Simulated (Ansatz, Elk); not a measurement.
## Bonding as seen by X-rays: Mg3AlN

Structure refinements treat a crystal as free atoms side by side. For a made-up structure of Mg3AlN (cell and positions from a PBE relaxation) the runs below show what the calculated density changes in F(hkl).

Main program and level: Elk 11.2.3 (patched build); DFT, PBE, all-electron APW+lo, Dirac cores, scalar-relativistic bands, static density, no spin.

The structure was built from a prototype and need not be the compound's stable phase.

**1. The structure**

Symmetry: Pm-3m, No. 221, cubic system. The conventional cell has a = 4.330 Å, b = 4.330 Å, c = 4.330 Å, α = 90.00°, β = 90.00°, γ = 90.00°. Nearest to Al lie 12 Mg at 3.06 Å. Nearest to Mg lie 2 N at 2.16 Å. Nearest to N lie 6 Mg at 2.16 Å. Farther neighbours and most contacts between anions are not listed.

**2. Ground state and structure factors**

An all-electron density is needed, since X-rays see the cores too. Task 0 finds the density and task 195 Fourier-transforms it; tshift is off so that phases refer to the origin typed.

Input file elk.in:

```
tasks
  0
  195

xctype
  20

spinpol
  .false.

rgkmax
  7.0

gmaxvr
  14.0

lmaxo
  7

lmaxapw
  8

swidth
  0.002

tshift
  .false.

ramdisk
  .false.

hmaxvr
  5.5

maxscl
  120

epspot
  1e-06

sppath
  './'

avec
  8.18190225375 -0.00000000000 0.00000000000
  -0.00000000000 8.18190225375 -0.00000000000
  0.00000000000 -0.00000000000 8.18190225375

atoms
  3
  'Al.in'
  1
  -0.0000000000 0.0000000000 0.0000000000   0.000000 0.000000 0.000000
  'Mg.in'
  3
  0.5000000000 0.5000000000 -0.0000000000   0.000000 0.000000 0.000000
  0.5000000000 -0.0000000000 0.5000000000   0.000000 0.000000 0.000000
  0.0000000000 0.5000000000 0.5000000000   0.000000 0.000000 0.000000
  'N.in'
  1
  0.5000000000 0.5000000000 0.5000000000   0.000000 0.000000 0.000000

ngridk
  5 5 5
```

Started as:

```bash
$ OMP_NUM_THREADS=4 elk
```

Numbers of over 12 decimals in the logs are rounded to 6 here.

What it wrote:

```text
┌─────────────────────────┐
│ Elk code version 11.2.3 │
└─────────────────────────┘

All units are atomic (Hartree, Bohr, etc.)

┌─────────────────────────────────────────────────┐
│ Ground-state run starting from atomic densities │
└─────────────────────────────────────────────────┘

Lattice vectors :
   8.181902254      -0.000000000       0.000000000
  -0.000000000       8.181902254      -0.000000000
   0.000000000      -0.000000000       8.181902254

Reciprocal lattice vectors :
  0.7679369800       0.000000000       0.000000000
   0.000000000      0.7679369800       0.000000000
   0.000000000       0.000000000      0.7679369800

Unit cell volume      :    547.7253739
Brillouin zone volume :   0.4528733290

Muffin-tin inner radius fraction :   0.1000000000E-01

Nuclei treated as point charges

Species : 1 (Al)
 parameters loaded from : Al.in
 name : aluminium
 nuclear charge    :   -13.00000000
 electronic charge :    13.00000000
 atomic mass :    49184.33496
 muffin-tin radius :    2.200000000
 number of radial points in muffin-tin :    793
 inner part over the whole radius :   0.9821194981E-02
 number on inner part of muffin-tin    :    552
 approximate nuclear radius :   0.5839653600E-04
 number of mesh points to nuclear radius :    244
 atomic positions (lattice), magnetic fields (Cartesian) :
  1 :   0.00000000  0.00000000  0.00000000    0.00000000  0.00000000  0.00000000

Species : 2 (Mg)
 parameters loaded from : Mg.in
 name : magnesium
 nuclear charge    :   -12.00000000
 electronic charge :    12.00000000
 atomic mass :    44305.30466
 muffin-tin radius :    2.200000000
 number of radial points in muffin-tin :    793
 inner part over the whole radius :   0.9941530515E-02
 number on inner part of muffin-tin    :    552
 approximate nuclear radius :   0.5710277704E-04
 number of mesh points to nuclear radius :    241
 atomic positions (lattice), magnetic fields (Cartesian) :
  1 :   0.50000000  0.50000000  0.00000000    0.00000000  0.00000000  0.00000000
  2 :   0.50000000  0.00000000  0.50000000    0.00000000  0.00000000  0.00000000
  3 :   0.00000000  0.50000000  0.50000000    0.00000000  0.00000000  0.00000000

Species : 3 (N)
 parameters loaded from : N.in
 name : nitrogen
 nuclear charge    :   -7.000000000
 electronic charge :    7.000000000
 atomic mass :    25532.65216
 muffin-tin radius :    1.800000000
 number of radial points in muffin-tin :    593
 inner part over the whole radius :   0.9919300552E-02
 number on inner part of muffin-tin    :    407
 approximate nuclear radius :   0.4939692610E-04
 number of mesh points to nuclear radius :    170
 atomic positions (lattice), magnetic fields (Cartesian) :
  1 :   0.50000000  0.50000000  0.50000000    0.00000000  0.00000000  0.00000000

Total number of atoms per unit cell :    5
Total muffin-tin volume :    202.8379769
 ratio of muffin-tin to unit cell volume :   0.3703278806

Spin treatment :
 spin-unpolarised

Number of Bravais lattice symmetries :   48
Number of crystal symmetries         :   48
Crystal has inversion symmetry
Real symmetric eigensolver will be used

k-point grid :      5     5     5
k-point offset :    0.000000000       0.000000000       0.000000000
k-point set is reduced with full crystal symmetry group
Total number of k-points :       10

Muffin-tin radius times maximum |G+k| :    7.000000000
 using average radius
Maximum |G+k| for APW functions       :    3.301886792
Maximum (1/2)|G+k|²                   :    5.451228195
Maximum |G| for potential and density :    14.00000000
Constant for pseudocharge density :    8
 order of it for each species :   15  15  15
 order of it for pair densities of each species (exact exchange by exxq0 0: 16) :   10  10   5
Radial integration step length :    1

G-vector grid sizes :     40    40    40
Number of G-vectors :    25413

Maximum angular momentum used for
 APW functions            :    8
 outer part of muffin-tin :    7
 inner part of muffin-tin :    2

Total nuclear charge    :   -56.00000000
[...]
exchange                    :     -73.259282726742
 correlation                 :     -2.097686
 electron entropic           :    -0.24591126729581E-03
 total energy                :     -898.74250496586

Density of states at Fermi energy :    15.01475432
 (states/Hartree/unit cell)

Estimated indirect band gap :   0.2275145908E-01
 from k-point 5 to k-point 9
Estimated direct band gap   :   0.3496176296E-01
 at k-point 8

Charges :
 core                        :    12.00000000
 valence                     :    44.00000000
 interstitial                :    6.087070498
 muffin-tins (core leakage)
  species : 1 (Al)
   atom 1                    :    11.05868629     (  0.4737376826E-03)
  species : 2 (Mg)
[...]
species : 3 (N)
[...]
total in muffin-tins        :    49.91292950
 total calculated charge     :    55.99860224
 total charge                :    56.00000000
 error                       :   0.1397760371E-02

RMS change in Kohn-Sham potential (target) :    1.302646709     (  0.1000000000E-05)
Absolute change in total energy (target)   :   0.2296747837E-01 (  0.1000000000E-03)

[... loops 3 to 15 left out ...]

┌──────────────────┐
│ Loop number : 16 │
└──────────────────┘

Energies :
 Fermi                       :     0.180508
 sum of occupied eigenvalues :     -473.67801482729
 electron kinetic            :      899.62611321377
 core electron kinetic       :      630.15021770926
 Coulomb                     :     -1723.3308942386
 Coulomb potential           :     -1276.6645909813
 nuclear-nuclear             :     -188.65321589267
 electron-nuclear            :     -1797.5706879222
 Hartree                     :      262.89300957627
 Madelung                    :     -1084.9985987479
 xc potential                :     -96.639537059775
 exchange                    :     -72.815836474857
 correlation                 :     -2.106061
 electron entropic           :    -0.85506487463202E-03
 total energy                :     -898.62753335297

Density of states at Fermi energy :    68.67631130
 (states/Hartree/unit cell)

Estimated indirect band gap :   0.6724976001E-02
 from k-point 5 to k-point 4
Estimated direct band gap   :   0.3681390121E-01
 at k-point 4

Charges :
 core                        :    12.00000000
 valence                     :    44.00000000
 interstitial                :    6.698435202
 muffin-tins (core leakage)
  species : 1 (Al)
[...]
species : 2 (Mg)
[...]
species : 3 (N)
[...]
total in muffin-tins        :    49.30156480
 total calculated charge     :    55.99886457
 total charge                :    56.00000000
 error                       :   0.1135429926E-02

RMS change in Kohn-Sham potential (target) :   0.8256643175E-06 (  0.1000000000E-05)
Absolute change in total energy (target)   :   0.2292776549E-04 (  0.1000000000E-03)

Convergence targets achieved

┌──────────────────┐
│ Loop number : 17 │
└──────────────────┘

Energies :
 Fermi                       :     0.180508
 sum of occupied eigenvalues :     -473.67801004093
 electron kinetic            :      899.62611538970
 core electron kinetic       :      630.15021753051
 Coulomb                     :     -1723.3308919358
 Coulomb potential           :     -1276.6645892776
 nuclear-nuclear             :     -188.65321589267
 electron-nuclear            :     -1797.5706847571
 Hartree                     :      262.89300871389
 Madelung                    :     -1084.9985972971
 xc potential                :     -96.639536153075
 exchange                    :     -72.815836318302
 correlation                 :     -2.106061
 electron entropic           :    -0.85506665291570E-03
 total energy                :     -898.62752871159

Density of states at Fermi energy :    68.67647720
 (states/Hartree/unit cell)

Estimated indirect band gap :   0.6724984932E-02
 from k-point 5 to k-point 4
Estimated direct band gap   :   0.3681393091E-01
 at k-point 4

Charges :
 core                        :    12.00000000
 valence                     :    44.00000000
 interstitial                :    6.698434807
 muffin-tins (core leakage)
  species : 1 (Al)
[...]
species : 2 (Mg)
[...]
atom 2                    :    10.54485861     ( -0.9828258873E-07)
   atom 3                    :    10.54485861     ( -0.9828258873E-07)
  species : 3 (N)
   atom 1                    :    6.490696137     ( -0.7989619677E-07)
 total in muffin-tins        :    49.30156519
 total calculated charge     :    55.99886457
 total charge                :    56.00000000
 error                       :   0.1135431090E-02

┌──────────────────────────────┐
│ Self-consistent loop stopped │
└──────────────────────────────┘

Warning : core states of species 1 leak from the muffin-tin :   0.4678092602E-03

Wrote STATE.OUT
```

Run time: 13 s. Hardware: 4 threads of Intel Xeon at 2.60GHz (Ice Lake), shared host; peak memory 0.17 GiB.

SFACRHO.OUT:

```text

h k l indices transformed by vhmat matrix:
   1.000000000       0.000000000       0.000000000    
   0.000000000       1.000000000       0.000000000    
   0.000000000       0.000000000       1.000000000    

      h      k      l  multipl.   |H|            Re(F)            Im(F)           |F|

      0      0      0      1   0.0000000       56.000000      0.40287588E-17   56.000000    
      0      1      0      6  0.76793698      -5.4873758      0.28001227E-14   5.4873758    
      0     -1      1     12   1.0860269       6.1249559     -0.12619141E-14   6.1249559    
      1     -1     -1      8   1.3301059       30.241484      0.16163481E-14   30.241484    
     -2      0      0      6   1.5358740       37.801348      0.50702275E-14   37.801348    
     -1      0     -2     24   1.7171593      -3.4359841     -0.31280463E-14   3.4359841    
     -2      1      1     24   1.8810538       3.7512967     -0.41395800E-14   3.7512967    
     -2      2      0     12   2.1720538       31.811642      0.20731586E-14   31.811642    
     -2     -1      2     24   2.3038109      -2.2373928     -0.34065921E-14   2.2373928    
      3      0      0      6   2.3038109      -2.2837939      0.61339556E-14   2.2837939    
     -3      0     -1     24   2.4284300       3.1209956      0.14225682E-14   3.1209956    
     -3     -1      1     24   2.5469588       23.685185      0.30633448E-14   23.685185    
      2      2      2      8   2.6602117       27.684818     -0.10921992E-13   27.684818    
      0     -2     -3     24   2.7688362      -1.6820775     -0.58182095E-14   1.6820775    
     -2      3      1     48   2.8733571       2.8027392     -0.33805994E-14   2.8027392    
      0      0      4      6   3.0717479       24.530036     -0.66512318E-14   24.530036    
      0      4     -1     24   3.1662853      -1.3803720     -0.39787577E-15   1.3803720    
      3      2      2     24   3.1662853      -1.3647432      0.56689856E-14   1.3647432
```

Elk indexes on the primitive cell of elk.in and gives |H| = 4π sin θ/λ in inverse bohr. Below, one row stands for each form hkl of the conventional cell (m members, Friedel mates merged), F is for one primitive cell and the density is static (no thermal factor). Free-atom factors are Waasmaier and Kirfel's, and R is Σm||F|−|F'||/Σm|F|.

```csv
hkl,m,sin θ/λ (Å⁻¹),"abs F, DFT",neutral atoms,diff.
100,6,0.116,5.487,5.256,+0.231
110,12,0.163,6.125,5.675,+0.450
111,8,0.200,30.241,30.810,-0.569
200,6,0.231,37.801,37.764,+0.037
210,24,0.258,3.436,3.323,+0.113
211,24,0.283,3.751,3.818,-0.067
220,12,0.327,31.812,31.857,-0.046
221,24,0.346,2.237,2.287,-0.049
300,6,0.346,2.284,2.287,-0.003
310,24,0.365,3.121,3.154,-0.033
311,24,0.383,23.685,23.663,+0.022
222,8,0.400,27.685,27.748,-0.064
320,24,0.416,1.682,1.709,-0.027
321,48,0.432,2.803,2.825,-0.023
400,6,0.462,24.530,24.551,-0.021
410,24,0.476,1.380,1.376,+0.004
322,24,0.476,1.365,1.376,-0.011
330,12,0.490,2.626,2.625,+0.002
411,24,0.490,2.635,2.625,+0.011
331,24,0.503,18.694,18.726,-0.032
420,24,0.516,21.967,21.986,-0.019
421,48,0.529,1.194,1.183,+0.011
```

**3. The highest occupied states alone**

An energy window below the Fermi level keeps the highest occupied states, to see at which angles they scatter; shallow core shells can lie inside it and anion s states outside. No new self-consistency is needed.

elk.in: that of step 2 with these lines changed.

```diff
@@ -1,3 +1,2 @@
 tasks
-  0
   195
@@ -40,2 +39,5 @@
 
+wsfac
+  -0.260480 0.480510
+
 sppath
```

Started as:

```bash
$ OMP_NUM_THREADS=4 elk
```

What it wrote:

```text
┌─────────────────────────────────┐
│ Elk code version 11.2.3 started │
└─────────────────────────────────┘

Info(readinput): the functional depends on the density's gradient
 muffin-tin radial points multiplied by    2.00000
 (not where nrmtscf is given)

┌────────────────────┐
│ Current task : 195 │
└────────────────────┘

Info(sfacrho): density structure factors written to SFACRHO.OUT

 Energy window :  -0.2604800000      0.4805100000

┌──────────────────┐
│ Elk code stopped │
└──────────────────┘
```

The job ended after 5.4 s (4 threads; peak memory 0.16 GiB).

States within 12 eV below the Fermi level hold 12.00 electrons; any levels below the window count with the cores. Their amplitudes can exceed the total, where window and core parts have opposite phase:

| hkl | sin θ/λ (Å⁻¹) | abs F, window | abs F, all |
| --- | --- | --- | --- |
| 100 | 0.116 | 2.094 | 5.487 |
| 110 | 0.163 | 2.788 | 6.125 |
| 111 | 0.200 | 2.001 | 30.241 |
| 200 | 0.231 | 1.395 | 37.801 |
| 210 | 0.258 | 1.296 | 3.436 |
| 211 | 0.283 | 0.916 | 3.751 |
| 220 | 0.327 | 0.648 | 31.812 |
| 221 | 0.346 | 0.640 | 2.237 |
| 300 | 0.346 | 0.674 | 2.284 |
| 310 | 0.365 | 0.472 | 3.121 |

**4. Another functional**

The difference from free atoms is small, so it is set against the change that LDA (Perdew-Wang) makes.

elk.in: that of step 3 with these lines changed.

```diff
@@ -1,2 +1,3 @@
 tasks
+  0
   195
@@ -4,3 +5,3 @@
 xctype
-  20
+  3
 
@@ -39,5 +40,2 @@
 
-wsfac
-  -0.260480 0.480510
-
 sppath
```

Started as:

```bash
$ OMP_NUM_THREADS=4 elk
```

What it wrote:

```text
┌─────────────────────────┐
│ Elk code version 11.2.3 │
└─────────────────────────┘

All units are atomic (Hartree, Bohr, etc.)

┌─────────────────────────────────────────────────┐
│ Ground-state run starting from atomic densities │
└─────────────────────────────────────────────────┘

Lattice vectors :
   8.181902254      -0.000000000       0.000000000
  -0.000000000       8.181902254      -0.000000000
   0.000000000      -0.000000000       8.181902254

Reciprocal lattice vectors :
  0.7679369800       0.000000000       0.000000000
[...]
species : 1 (Al)
[...]
species : 2 (Mg)
[...]
atom 3                    :    10.56039696     ( -0.1573064647E-05)
  species : 3 (N)
   atom 1                    :    6.466434151     ( -0.4228188206E-05)
 total in muffin-tins        :    49.34129475
 total calculated charge     :    55.99885430
 total charge                :    56.00000000
 error                       :   0.1145702800E-02

┌──────────────────────────────┐
│ Self-consistent loop stopped │
└──────────────────────────────┘

Warning : core states of species 1 leak from the muffin-tin :   0.4950875017E-03

Wrote STATE.OUT
[key lines of the parts left out:]
total energy                :     -894.92413486465
```

The job ended after 8 s (4 threads; peak memory 0.16 GiB).

Against the first run R = 0.17 %; the largest change is -0.064 at 311.

**5. Basis size**

A smaller basis shows how fast F responds to it; the change is likely larger than the basis error of the first run, but doesn't show convergence.

elk.in: that of step 4 with these lines changed.

```diff
@@ -5,3 +5,3 @@
 xctype
-  3
+  20
 
@@ -11,3 +11,3 @@
 rgkmax
-  7.0
+  5.5
```

Started as:

```bash
$ OMP_NUM_THREADS=4 elk
```

What it wrote:

```text
┌─────────────────────────┐
│ Elk code version 11.2.3 │
└─────────────────────────┘

All units are atomic (Hartree, Bohr, etc.)

┌─────────────────────────────────────────────────┐
│ Ground-state run starting from atomic densities │
└─────────────────────────────────────────────────┘

Lattice vectors :
   8.181902254      -0.000000000       0.000000000
  -0.000000000       8.181902254      -0.000000000
   0.000000000      -0.000000000       8.181902254

Reciprocal lattice vectors :
  0.7679369800       0.000000000       0.000000000
[...]
species : 1 (Al)
[...]
species : 2 (Mg)
[...]
atom 3                    :    10.54246527     ( -0.9828258918E-07)
  species : 3 (N)
   atom 1                    :    6.446007437     ( -0.8066586243E-07)
 total in muffin-tins        :    49.24801960
 total calculated charge     :    55.99924578
 total charge                :    56.00000000
 error                       :   0.7542227102E-03

┌──────────────────────────────┐
│ Self-consistent loop stopped │
└──────────────────────────────┘

Warning : core states of species 1 leak from the muffin-tin :   0.4681687713E-03

Wrote STATE.OUT
[key lines of the parts left out:]
total energy                :     -898.58958378103
```

It took 12 s on 4 threads; peak memory 0.16 GiB.

Against the first run R = 0.13 %; the largest change is -0.030 at 300.

**6. Settings against the effect**

```csv
run,R against the first run (%),"R against neutral atoms, low angle (%)",wall time
"PBE, rgkmax 7",0.00,2.12,13 s
LDA (Perdew-Wang),0.17,1.99,8 s
rgkmax 5.5,0.13,2.09,12 s
```

**7. Outcome**

```json
{"R against neutral atoms, sin θ/λ < 0.3 Å⁻¹": "2.12 %", "R against neutral atoms, 0.3 to 0.82 Å⁻¹": "0.28 %"}
```

In words: Independent neutral atoms miss the calculated amplitudes by R = 2.12 % below 0.3 Å⁻¹ and 0.28 % from there to 0.82 Å⁻¹; by shells, 4.21 % below 0.15 Å⁻¹ (1 form), 2.02 % 0.15 to 0.3 (5 forms), 0.36 % 0.3 to 0.45 (8 forms), 0.27 % above 0.45 (48 forms). Bonding, aspherical density and the tables' own atoms all enter these figures, and the runs don't part them. The largest change of an amplitude is -0.57 electrons, at 111. The window's part falls from 12.0 electrons at the origin to at most 0.39 between 0.45 and 0.82 Å⁻¹. Below 0.3 Å⁻¹ the changes that finished (LDA (Perdew-Wang) and rgkmax 5.5) move F by R = 0.19 % at most, against the 2.12 % that separates it from free atoms. The k-mesh has no finished test. Part of the difference isn't bonding: the tables are fits to free atoms and ions calculated by other methods than this functional. Thermal motion, anomalous dispersion and extinction are left out.

[Logs are printed without paths, hosts, clocks, repeated set-up lines and the standing remarks that a program may print on its own settings, such as how far it seeks lower states.]

[Hosts, paths, dates, database ids (printed as entryN), source tags and the programs' standing remarks are cut or masked in the printed files.]
